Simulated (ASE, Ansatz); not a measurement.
# Convergence of a linear-scaling basis for random cubic perovskite-type alloy of BaTiO3 and PbTiO3 (40 atoms)

Aim: test how closely localised support functions follow the reference on random cubic perovskite-type alloy of BaTiO3 and PbTiO3 (40 atoms), and at what cost. A setting counts as converged where the r.m.s. difference of forces stays under 1 % of the r.m.s. force.

Main program and level: Ansatz 0.2.0; Kohn-Sham DFT, PBE, PAW (set soft_2), plane waves.

## Step 1: The starting structure

The cell holds 40 atoms: 2 Pb, 8 Ti, 24 O and 6 Ba. Cell: a = 7.985 Å, b = 7.985 Å, c = 7.985 Å, α = 90.0°, β = 90.0°, γ = 90.0°. It derives from BaTiO3 and TiPbO3 (cubic perovskite-type), repeated 2×2×2. Cubic perovskite-type BaTiO3, 2 x 2 x 2 conventional cells, 2 of 8 Ba sites given to Pb at random (x = 0.250), lattice by Vegard's rule (cell 3.993, 3.993, 3.993, 90, 90, 90); not relaxed, displaced by a Gaussian of 0.02 Å.

Limits known from the start: The host structure and its lattice constant were typed by rule, without a check against the phase diagram. Only the Γ point is sampled, in a cell whose shortest periodic width is 8 Å. No spin–orbit coupling is included, so levels derived from the heavy atoms are approximate.

## Step 2: Plane-wave single point

This run is the reference for what follows, at a cutoff of 420 eV.

File input.yaml:

```yaml
crystal:
  lattice:
    - [7.985, 0.0, 0.0]
    - [0.0, 7.985, 0.0]
    - [0.0, 0.0, 7.985]
  atoms:
    - { symbol: Pb, position: [0.99874, 0.99683, 0.00053] }
    - { symbol: Ti, position: [0.25439, 0.25044, 0.25013] }
    - { symbol: O, position: [0.2512, 0.24836, 0.99579] }
    - { symbol: O, position: [0.99792, 0.24694, 0.25147] }
    - { symbol: O, position: [0.25464, 0.00315, 0.25198] }
    - { symbol: Ba, position: [0.99744, 0.00371, 0.50508] }
    - { symbol: Ti, position: [0.24839, 0.25258, 0.74912] }
    - { symbol: O, position: [0.24893, 0.24684, 0.4995] }
    - { symbol: O, position: [0.00015, 0.2497, 0.74522] }
    - { symbol: O, position: [0.25139, 0.99421, 0.74753] }
    - { symbol: Ba, position: [0.00143, 0.49779, 0.00076] }
    - { symbol: Ti, position: [0.24918, 0.74656, 0.25303] }
    - { symbol: O, position: [0.24998, 0.74572, 0.99595] }
    - { symbol: O, position: [0.99891, 0.75202, 0.24803] }
    - { symbol: O, position: [0.25046, 0.50286, 0.25036] }
    - { symbol: Ba, position: [0.99641, 0.49703, 0.50006] }
    - { symbol: Ti, position: [0.24538, 0.74803, 0.74627] }
    - { symbol: O, position: [0.25156, 0.74867, 0.50006] }
    - { symbol: O, position: [0.00024, 0.74922, 0.74927] }
    - { symbol: O, position: [0.24591, 0.49636, 0.75105] }
    - { symbol: Pb, position: [0.50295, 0.99983, 0.99942] }
    - { symbol: Ti, position: [0.75589, 0.24713, 0.24723] }
    - { symbol: O, position: [0.752, 0.2496, 0.00501] }
    - { symbol: O, position: [0.50351, 0.25012, 0.24752] }
    - { symbol: O, position: [0.75266, 0.99834, 0.25318] }
    - { symbol: Ba, position: [0.4996, 0.00316, 0.4973] }
    - { symbol: Ti, position: [0.75238, 0.24695, 0.75167] }
    - { symbol: O, position: [0.7469, 0.25066, 0.50099] }
    - { symbol: O, position: [0.4978, 0.24923, 0.74436] }
    - { symbol: O, position: [0.75018, 0.99816, 0.7518] }
    - { symbol: Ba, position: [0.49708, 0.49866, 0.99893] }
    - { symbol: Ti, position: [0.7518, 0.74925, 0.25709] }
    - { symbol: O, position: [0.75536, 0.74999, 0.99771] }
    - { symbol: O, position: [0.49823, 0.75152, 0.25027] }
    - { symbol: O, position: [0.75067, 0.49848, 0.24781] }
    - { symbol: Ba, position: [0.50037, 0.50061, 0.49756] }
    - { symbol: Ti, position: [0.75052, 0.74719, 0.74818] }
    - { symbol: O, position: [0.75417, 0.74997, 0.50218] }
    - { symbol: O, position: [0.49852, 0.75072, 0.74843] }
    - { symbol: O, position: [0.74918, 0.49961, 0.75453] }
kpoints:
  mp_grid: { grid: [1, 1, 1] }
hamiltonian:
  xc: pbe
scf:
  occupations: { method: gaussian, width: 0.05 }
output:
  forces: true
  stress: true
  populations: true
  dos:
    method: { smearing: { sigma: 0.1 } }
    de: 0.1
    projected: { site_lists: { Ba: [Ba], O: [O], Pb: [Pb], Ti: [Ti] } }
  eigenvalues: true
  write_density: true
  write_potential: true
  volumetric_format: npy
```

Launch:

```
$ ansatz run input.yaml --threads 4 --pin off --max-ram 8192MiB --backend cpu --events-out ev --progress --plain --runs-dir out
```

Log:

```text
Engine: ansatz 0.2.0, aarch64-unknown-linux-gnu
Pseudopotentials: kind: paw
Pseudopotential: Pb, paw, valence charge 14, recommended cutoff 420 eV (normal), Pb.paw.azcp
Pseudopotential: Ti, paw, valence charge 12, recommended cutoff 420 eV (normal), Ti.paw.azcp
Pseudopotential: O, paw, valence charge 6, recommended cutoff 420 eV (normal), O.paw.azcp
Pseudopotential: Ba, paw, valence charge 10, recommended cutoff 420 eV (normal), Ba.paw.azcp
Functional definition: PBE
  parameter kappa = 0.804
  parameter beta = 0.066725
  exchange = pbe_x(kappa = kappa, mu = beta*pi^2/3)
  correlation = pbe_c(beta = beta)
Crystal: 40 atoms, lattice volume = 509.125 Å³
Basis set: ecut = 420 eV, 9939 PW (Γ), exchange–correlation on 108×108×108 points (8 copies of the dense FFT grid, shifted against one another)
Bands: 204, of which v1, the nominal top of the filled ones, is band 164 counted from 1 (163 counted from 0)
Symmetry: 1 space group operations
Space group: P1 (ITA 1), of the structure as read, at distance tolerance 8.0e-5 Å
k-points: 1
Non-local potential: Pb, projectors of the file, l = 0: 2, l = 1: 2, l = 2: 2, l = 3: 2
Non-local potential: Ti, projectors of the file, l = 0: 3, l = 1: 2, l = 2: 3, l = 3: 1
Non-local potential: O, projectors of the file, l = 0: 2, l = 1: 2, l = 2: 1
Non-local potential: Ba, projectors of the file, l = 0: 3, l = 1: 2, l = 2: 2, l = 3: 2
PAW form: soft (Blöchl's): semilocal exchange-correlation on the pseudo side does not see the compensation charge
PAW one-centre angular grid: Pb, 590 points (default); XC on 64 Gauss nodes
PAW one-centre angular grid: Ti, 590 points (default); XC on 64 Gauss nodes
PAW one-centre angular grid: O, 110 points (default); XC on 64 Gauss nodes
PAW one-centre angular grid: Ba, 194 points (default); XC on 64 Gauss nodes
Initial density: superposition of atomic densities (neutral atoms: chi_scale 0, normalization atom), corrected by the library's trained network
Initial wavefunctions: pseudopotential atomic-orbital guess
Functional: x = pbe(κ = 0.804, μ = 0.219515), c = pbe(β = 0.066725)
SCF iter   1: F=—  HF=-93176.703644 eV  |F-HF|=—  |Δ(HF+E_count)|=         —  Δρ=1.59e-2  dr2=1.55e0  ethr=1.77e-3  ⟨swp⟩=6.0  Hψ=843  notcnv=0
preconditioner: auto → Resta (q_TF=auto, 2.536 Å⁻¹)  ε∞=6.2  [insulator: Δε(μ)=1.794 eV  Ē_g=11.749 eV  σ=0.050 eV  W_gap=1.00  n_scr=146 (ndim 8)  ℏωp=26.7 eV  f_vac=0.000  D(μ)=0.00/eV (n_scr^D=0)  ε∞_Penn≈6.2]
SCF iter   2: F=—  HF=-93176.460953 eV  |F-HF|=—  |Δ(HF+E_count)|=   2.43e-1  Δρ=6.90e-3  dr2=3.42e-1  ethr=4.72e-4  ⟨swp⟩=2.0  Hψ=241  notcnv=0  defer=34
SCF iter   3: F=—  HF=-93176.393404 eV  |F-HF|=—  |Δ(HF+E_count)|=   6.75e-2  Δρ=1.00e-3  dr2=7.62e-3  ethr=1.04e-4  ⟨swp⟩=2.0  Hψ=247  notcnv=0  defer=34
SCF iter   4: F=—  HF=-93176.391913 eV  |F-HF|=—  |Δ(HF+E_count)|=   1.49e-3  Δρ=2.62e-4  dr2=5.15e-4  ethr=2.32e-6  ⟨swp⟩=2.0  Hψ=318  notcnv=0  defer=34
SCF iter   5: F=—  HF=-93176.391891 eV  |F-HF|=—  |Δ(HF+E_count)|=   2.13e-5  Δρ=8.06e-5  dr2=3.99e-5  ethr=1.57e-7  ⟨swp⟩=2.0  Hψ=330  notcnv=0  defer=34
SCF iter   6: F=—  HF=-93176.387324 eV  |F-HF|=—  |Δ(HF+E_count)|=   4.57e-3  Δρ=4.12e-5  dr2=5.52e-6  ethr=1.22e-8  ⟨swp⟩=3.0  Hψ=337  notcnv=0  defer=34
SCF iter   7: F=—  HF=-93176.387325 eV  |F-HF|=—  |Δ(HF+E_count)|=   8.11e-7  Δρ=1.04e-5  dr2=3.57e-7  ethr=1.68e-9  ⟨swp⟩=2.0  Hψ=330  notcnv=0  defer=34
SCF iter   8: F=-93176.387325 eV  HF=-93176.387325 eV  |F-HF|=9.43e-9  |Δ(HF+E_count)|=   1.69e-7  Δρ=3.15e-6  dr2=2.81e-8  ethr=3.05e-11  ⟨swp⟩=16.0  Hψ=1811  notcnv=0
SCF 1 converged in 8 iterations: F = -93176.387325 eV  dr2 = 2.81e-8
  greatest PAW one-centre occupation: 0.999 electrons in one spin orbital (limit 2), on the Ti atom at site 16 (counted from 0), in its partial waves of l = 0
SCF converged after 8 iterations
Free energy (F): -93176.387325 eV
Harris-Foulkes:  -93176.387325 eV  (|F-HF|=9.43e-9)
Internal energy: -93176.387325 eV  (E = F + TS)
E sigma→0 (E₀):  -93176.387325 eV
Fermi energy:    11.130212 eV
--- Per-component energies (eV) ---
  E_band       = -1178.303695
  E_kinetic    = 7990.445992
  E_local      = -17887.064707  (includes V_loc(G=0)·N_el)
  E_nonlocal   = 2209.795064
  E_hartree    = 6957.552467
  E_xc         = -4033.354826
  E_vxc        = -4357.003898  (∫ρ·V_xc dr)
  E_paw        = -64305.138415  (= ΣΔE_a)
  E_vpaw       = -3049.637743  (= ΣTr[D̂ρ^β])
  E_aug_tail   = 0.060364  (compensation charges beyond the density's cutoff)
  E_ewald      = -24108.683264
  E_smearing   = -0.000000  (= −TS)
  E_closure    = 0.000000  (closes the sum)
  Σ components = -93176.387325   (vs F -93176.387325, Δ=0.00e0)
--- Forces (eV/Å), atoms counted from 1 ---
  atom   1  Pb     0.15728656    -0.30361473     0.03620499
  atom   2  Ti     0.63246622    -1.07754300    -0.01298777
  atom   3  O     -0.24485832    -0.04249891     0.29969380
  atom   4  O      0.05311514     0.24710066    -0.00939447
  atom   5  O     -0.25264080     0.26833261    -0.14819885
  atom   6  Ba     0.30420505    -0.17589504    -0.26319627
  atom   7  Ti     0.71374326    -0.10601374     0.60300222
  atom   8  O     -0.11433896     0.15407863    -0.49700458
  atom   9  O     -0.47216262    -0.04759994    -0.05436220
  atom  10  O     -0.16606802     0.06836796     0.04620761
  atom  11  Ba    -0.15979217     0.26572605    -0.01333000
  atom  12  Ti     0.11293541     0.29447756    -0.19904415
  atom  13  O      0.04419210     0.01218216     0.43610056
  atom  14  O      0.16683359     0.12729829    -0.07125759
[...]
atom  39  O      0.54238531    -0.15994468    -0.10867625
  atom  40  O      0.02492858    -0.11753613    -0.06123727
  max |Σ_I F_I| component: 9.73e-5 eV/Å
--- Stress (GPa, compression-positive) ---
        3.646390       0.048945       0.038616
        0.048945       3.895675      -0.009650
        0.038616      -0.009650       4.051829
  P = ⅓ Tr σ = 3.8646 GPa (38.646 kbar)
--- Band table (eV) ---
  k-point 0: bands = ["-46.8006", "-46.7958", "-46.7494", "-46.7320", [... 188 levels ...], "14.1297", "14.7873", "14.8809", "14.9087", "15.4726", "15.5817", "15.6076", "15.9050", "15.9528", "16.1363", "16.2335", "16.2676"]
--- Löwdin populations: 40 sites ---
  site symbol       q [e]
     0     Pb     13.0835
     1     Ti     10.6805
     2      O      6.8211
[...]
39      O      6.8984
  spilling = 0.007417 (of n_electrons = 328.000000)
```

Run time: 5.3 s. Hardware: 4 threads of Arm Neoverse V1, shared host; peak memory 0.7 GiB; 18 s of CPU time.

The column dr2 measures how far the density is from self-consistency, as an energy; F and HF (Harris–Foulkes) agree once it is small.

Numbers from this run:

```
free energy                                      : -93176.3873 eV
free energy per atom                             : -2329.4097 eV/atom
SCF cycles                                       : 8
pressure                                         : 3.865 GPa
r.m.s. force component                           : 0.3323 eV/Å
longest force                                    : 1.412 eV/Å
Fermi energy                                     : 11.13 eV
gap (highest filled to lowest empty level) : 1.417 eV
spilling of the projection                       : 0.007417
```

The r.m.s. force component of 0.33 eV/Å sets the scale for the differences below.

## Step 3: Support functions low

With localised support functions most steps grow linearly with size, though the diagonalisation grows faster unless the density matrix is cut; this run measures error and cost at this size.

This step: Kohn-Sham DFT, PBE, PAW (set soft_2), localised support functions (low) (Ansatz 0.2.0).

input.yaml, the sections that differ from step 2:

```yaml
scf:
  occupations: { method: gaussian, width: 0.05 }
  eigensolver: { kind: { support_functions: { accuracy: low } } }
  max_iter: 150
output:
  forces: true
  eigenvalues: true
# crystal, kpoints, hamiltonian: as in step 2
```

Log:

```text
Warning: scf.eigensolver.kind.support_functions: disabling space-group detection — the functions' gradient is summed over unrotated k-points, so no spatial operation reduces the k-mesh or symmetrises the density; time reversal is kept, so that k and −k are solved as one point where they differ and the mesh holds both, and exact exchange and, on two spinor components, a DFT+U term hold to it where the run has them: [...]
settings of this run that can trade accuracy for cost: scf.eigensolver.kind.support_functions; scf.eigensolver.kind.support_functions.accuracy: low [...]
[...]
Crystal: 40 atoms, lattice volume = 509.125 Å³
Basis set: ecut = 420 eV, 9939 PW (Γ), exchange–correlation on 120×120×120 points (8 copies of the dense FFT grid, shifted against one another)
Bands: 197, of which v1, the nominal top of the filled ones, is band 164 counted from 1 (163 counted from 0)
Symmetry: 1 space group operations
k-points: 1
[...]
SCF iter   1: F=—  HF=-93167.789500 eV  |F-HF|=—  |Δ(HF+E_count)|=         —  Δρ=6.79e-2  dr2=5.58e1  ethr=1.00e-1
[...]
SCF iter  11: F=—  HF=-93176.576932 eV  |F-HF|=—  |Δ(HF+E_count)|=   3.21e-4  Δρ=7.91e-5  dr2=3.34e-5  ethr=6.85e-8  κ⁻¹=2.2e-7(r=7)
SCF iter  12: F=-93176.577210 eV  HF=-93176.577212 eV  |F-HF|=2.09e-6  |Δ(HF+E_count)|=   2.80e-4  Δρ=2.10e-5  dr2=2.99e-6  ethr=1.02e-8
SCF 1 converged in 12 iterations: F = -93176.580646 eV  dr2 = 2.99e-6
[...]
SCF converged after 12 iterations
Stability not checked: this state was not tested for a lower state beside it, because the mixer in use, unlike msr1, does not test its closes by its own steps (another_mixer; see scf.mixing.algorithm and scf.lower_state_search)
Free energy (F): -93176.580646 eV
[...]
Internal energy: -93176.580646 eV  (E = F + TS)
E sigma→0 (E₀):  -93176.580646 eV
Fermi energy:    11.130577 eV
[...]
Σ components = -93176.580646   (vs F -93176.580646, Δ=0.00e0)
--- Forces (eV/Å), atoms counted from 1 ---
  atom   1  Pb     0.15779959    -0.30336511     0.03589095
  atom   2  Ti     0.63290637    -1.07759086    -0.01279040
  atom   3  O     -0.24488907    -0.04369422     0.29870492
  atom   4  O      0.05119087     0.24677479    -0.01009974
[...]
atom  40  O      0.02499132    -0.11689910    -0.06117850
  max |Σ_I F_I| component: 4.09e-3 eV/Å
--- Band table (eV) ---
[...]
```

Wall time 90 s (4 threads); peak memory 2.3 GiB; 5.8 min of CPU time.

The program notes that the band table was not solved further than the SCF left it and it switched symmetry off.

Keys that differ from the reference: support_functions.accuracy = "low" and scf.max_iter = 150.

Forces differ from the reference by 0.63 meV/Å r.m.s., 0.19 % of their size, well within a tolerance of 1 %; the energy by -4.8 meV/atom. It took roughly 17 times the reference's time (one timing each, with unlike analyses asked), in 12 cycles against 8.

## Step 4: Support functions medium

With localised support functions most steps grow linearly with size, though the diagonalisation grows faster unless the density matrix is cut; this run measures error and cost at this size. Besides, the program derives a nominal cutoff of 464 eV for this run, against the reference's 420.

This step: Kohn-Sham DFT, PBE, PAW (set soft_2), localised support functions (medium) (Ansatz 0.2.0).

input.yaml, the sections that differ from step 3:

```yaml
scf:
  occupations: { method: gaussian, width: 0.05 }
  eigensolver: { kind: { support_functions: { accuracy: medium } } }
  max_iter: 150
# crystal, kpoints, hamiltonian, output: as in step 3
```

Log:

```text
[...]
Warning: basis.ecutwfc = 464 eV, auto-derived: no grid that the accuracy of the support functions lays serves the files at the lower one that their records recommend; a deck with other species or settings can derive another value
[...]
Crystal: 40 atoms, lattice volume = 509.125 Å³
Basis set: ecut = 464 eV, 11513 PW (Γ), exchange–correlation on 120×120×120 points (8 copies of the dense FFT grid, shifted against one another)
Bands: 197, of which v1, the nominal top of the filled ones, is band 164 counted from 1 (163 counted from 0)
Symmetry: 1 space group operations
k-points: 1
[...]
SCF iter   1: F=—  HF=-93167.792111 eV  |F-HF|=—  |Δ(HF+E_count)|=         —  Δρ=6.79e-2  dr2=5.58e1  ethr=1.00e-1
[...]
SCF iter  12: F=—  HF=-93176.577141 eV  |F-HF|=—  |Δ(HF+E_count)|=   2.80e-4  Δρ=2.10e-5  dr2=2.99e-6  ethr=1.02e-8  κ⁻¹=1.7e-7(r=7)
SCF iter  13: F=-93176.577373 eV  HF=-93176.577374 eV  |F-HF|=3.06e-7  |Δ(HF+E_count)|=   2.33e-4  Δρ=8.16e-6  dr2=5.07e-7  ethr=9.11e-10
SCF 1 converged in 13 iterations: F = -93176.580572 eV  dr2 = 5.07e-7
[...]
SCF converged after 13 iterations
[...]
Free energy (F): -93176.580572 eV
[...]
Internal energy: -93176.580572 eV  (E = F + TS)
E sigma→0 (E₀):  -93176.580572 eV
Fermi energy:    11.130422 eV
[...]
Σ components = -93176.580572   (vs F -93176.580572, Δ=0.00e0)
--- Forces (eV/Å), atoms counted from 1 ---
  atom   1  Pb     0.15776772    -0.30330152     0.03589811
  atom   2  Ti     0.63309176    -1.07719840    -0.01221945
  atom   3  O     -0.24491885    -0.04341228     0.29860585
  atom   4  O      0.05114776     0.24677501    -0.01006316
[...]
atom  40  O      0.02493524    -0.11690829    -0.06109426
  max |Σ_I F_I| component: 3.47e-3 eV/Å
--- Band table (eV) ---
[...]
```

The job ended after 95 s (4 threads; peak memory 2.4 GiB).

Keys that differ from the reference: support_functions.accuracy = "medium" and scf.max_iter = 150.

Forces differ from the reference by 0.65 meV/Å r.m.s., 0.20 % of their size, well within a tolerance of 1 %; the energy by -4.8 meV/atom. It took roughly 18 times the reference's time (one timing each, with unlike analyses asked), in 13 cycles against 8.

## Step 5: Support functions medium, radius 2.9 Å

The radius confines each support function; a larger one gives more freedom and more work per atom.

input.yaml, the sections that differ from step 4:

```yaml
scf:
  occupations: { method: gaussian, width: 0.05 }
  eigensolver: { kind: { support_functions: { accuracy: medium, radius: 2.9 } } }
  max_iter: 150
# crystal, kpoints, hamiltonian, output: as in step 4
```

Log:

```text
Warning: scf.eigensolver.kind.support_functions: disabling space-group detection — the functions' gradient is summed over unrotated k-points, so no spatial operation reduces the k-mesh or symmetrises the density; time reversal is kept, so that k and −k are solved as one point where they differ and the mesh holds both, and exact exchange and, on two spinor components, a DFT+U term hold to it where the run has them: [...]
Warning: basis.ecutwfc = 464 eV, auto-derived: no grid that the accuracy of the support functions lays serves the files at the lower one that their records recommend; a deck with other species or settings can derive another value
settings of this run that can trade accuracy for cost: scf.eigensolver.kind.support_functions [...]
Engine: ansatz 0.2.0, aarch64-unknown-linux-gnu
Pseudopotentials: kind: paw
Pseudopotential: Pb, paw, valence charge 14, recommended cutoff 420 eV (normal), Pb.paw.azcp
Pseudopotential: Ti, paw, valence charge 12, recommended cutoff 420 eV (normal), Ti.paw.azcp
Pseudopotential: O, paw, valence charge 6, recommended cutoff 420 eV (normal), O.paw.azcp
Pseudopotential: Ba, paw, valence charge 10, recommended cutoff 420 eV (normal), Ba.paw.azcp
[... 5 lines on functional and potentials left out ...]
Error: SCF: the radius of support functions is under 3.45 Å, the least for these sites at the functions' level (scf.eigensolver.kind.support_functions.accuracy). Use scf.eigensolver.kind: auto, or type scf.eigensolver.kind.support_functions.radius at least as long, [...]
```

Elapsed: 6.8 s, on 4 threads; peak memory 0.3 GiB; 21 s of CPU time.

The program refuses radii under 3.45 Å for these atoms at this level.

(Continued in part 2 of 2.)

[Long decimals in the printed logs are rounded to 6 places.]

[Logs are printed without paths, hosts, clocks, repeated set-up lines and the standing remarks that a program may print on its own settings, such as how far it seeks lower states.]

[Hosts, paths, dates, database ids (printed as entryN), source tags and the programs' standing remarks are cut or masked in the printed files.]
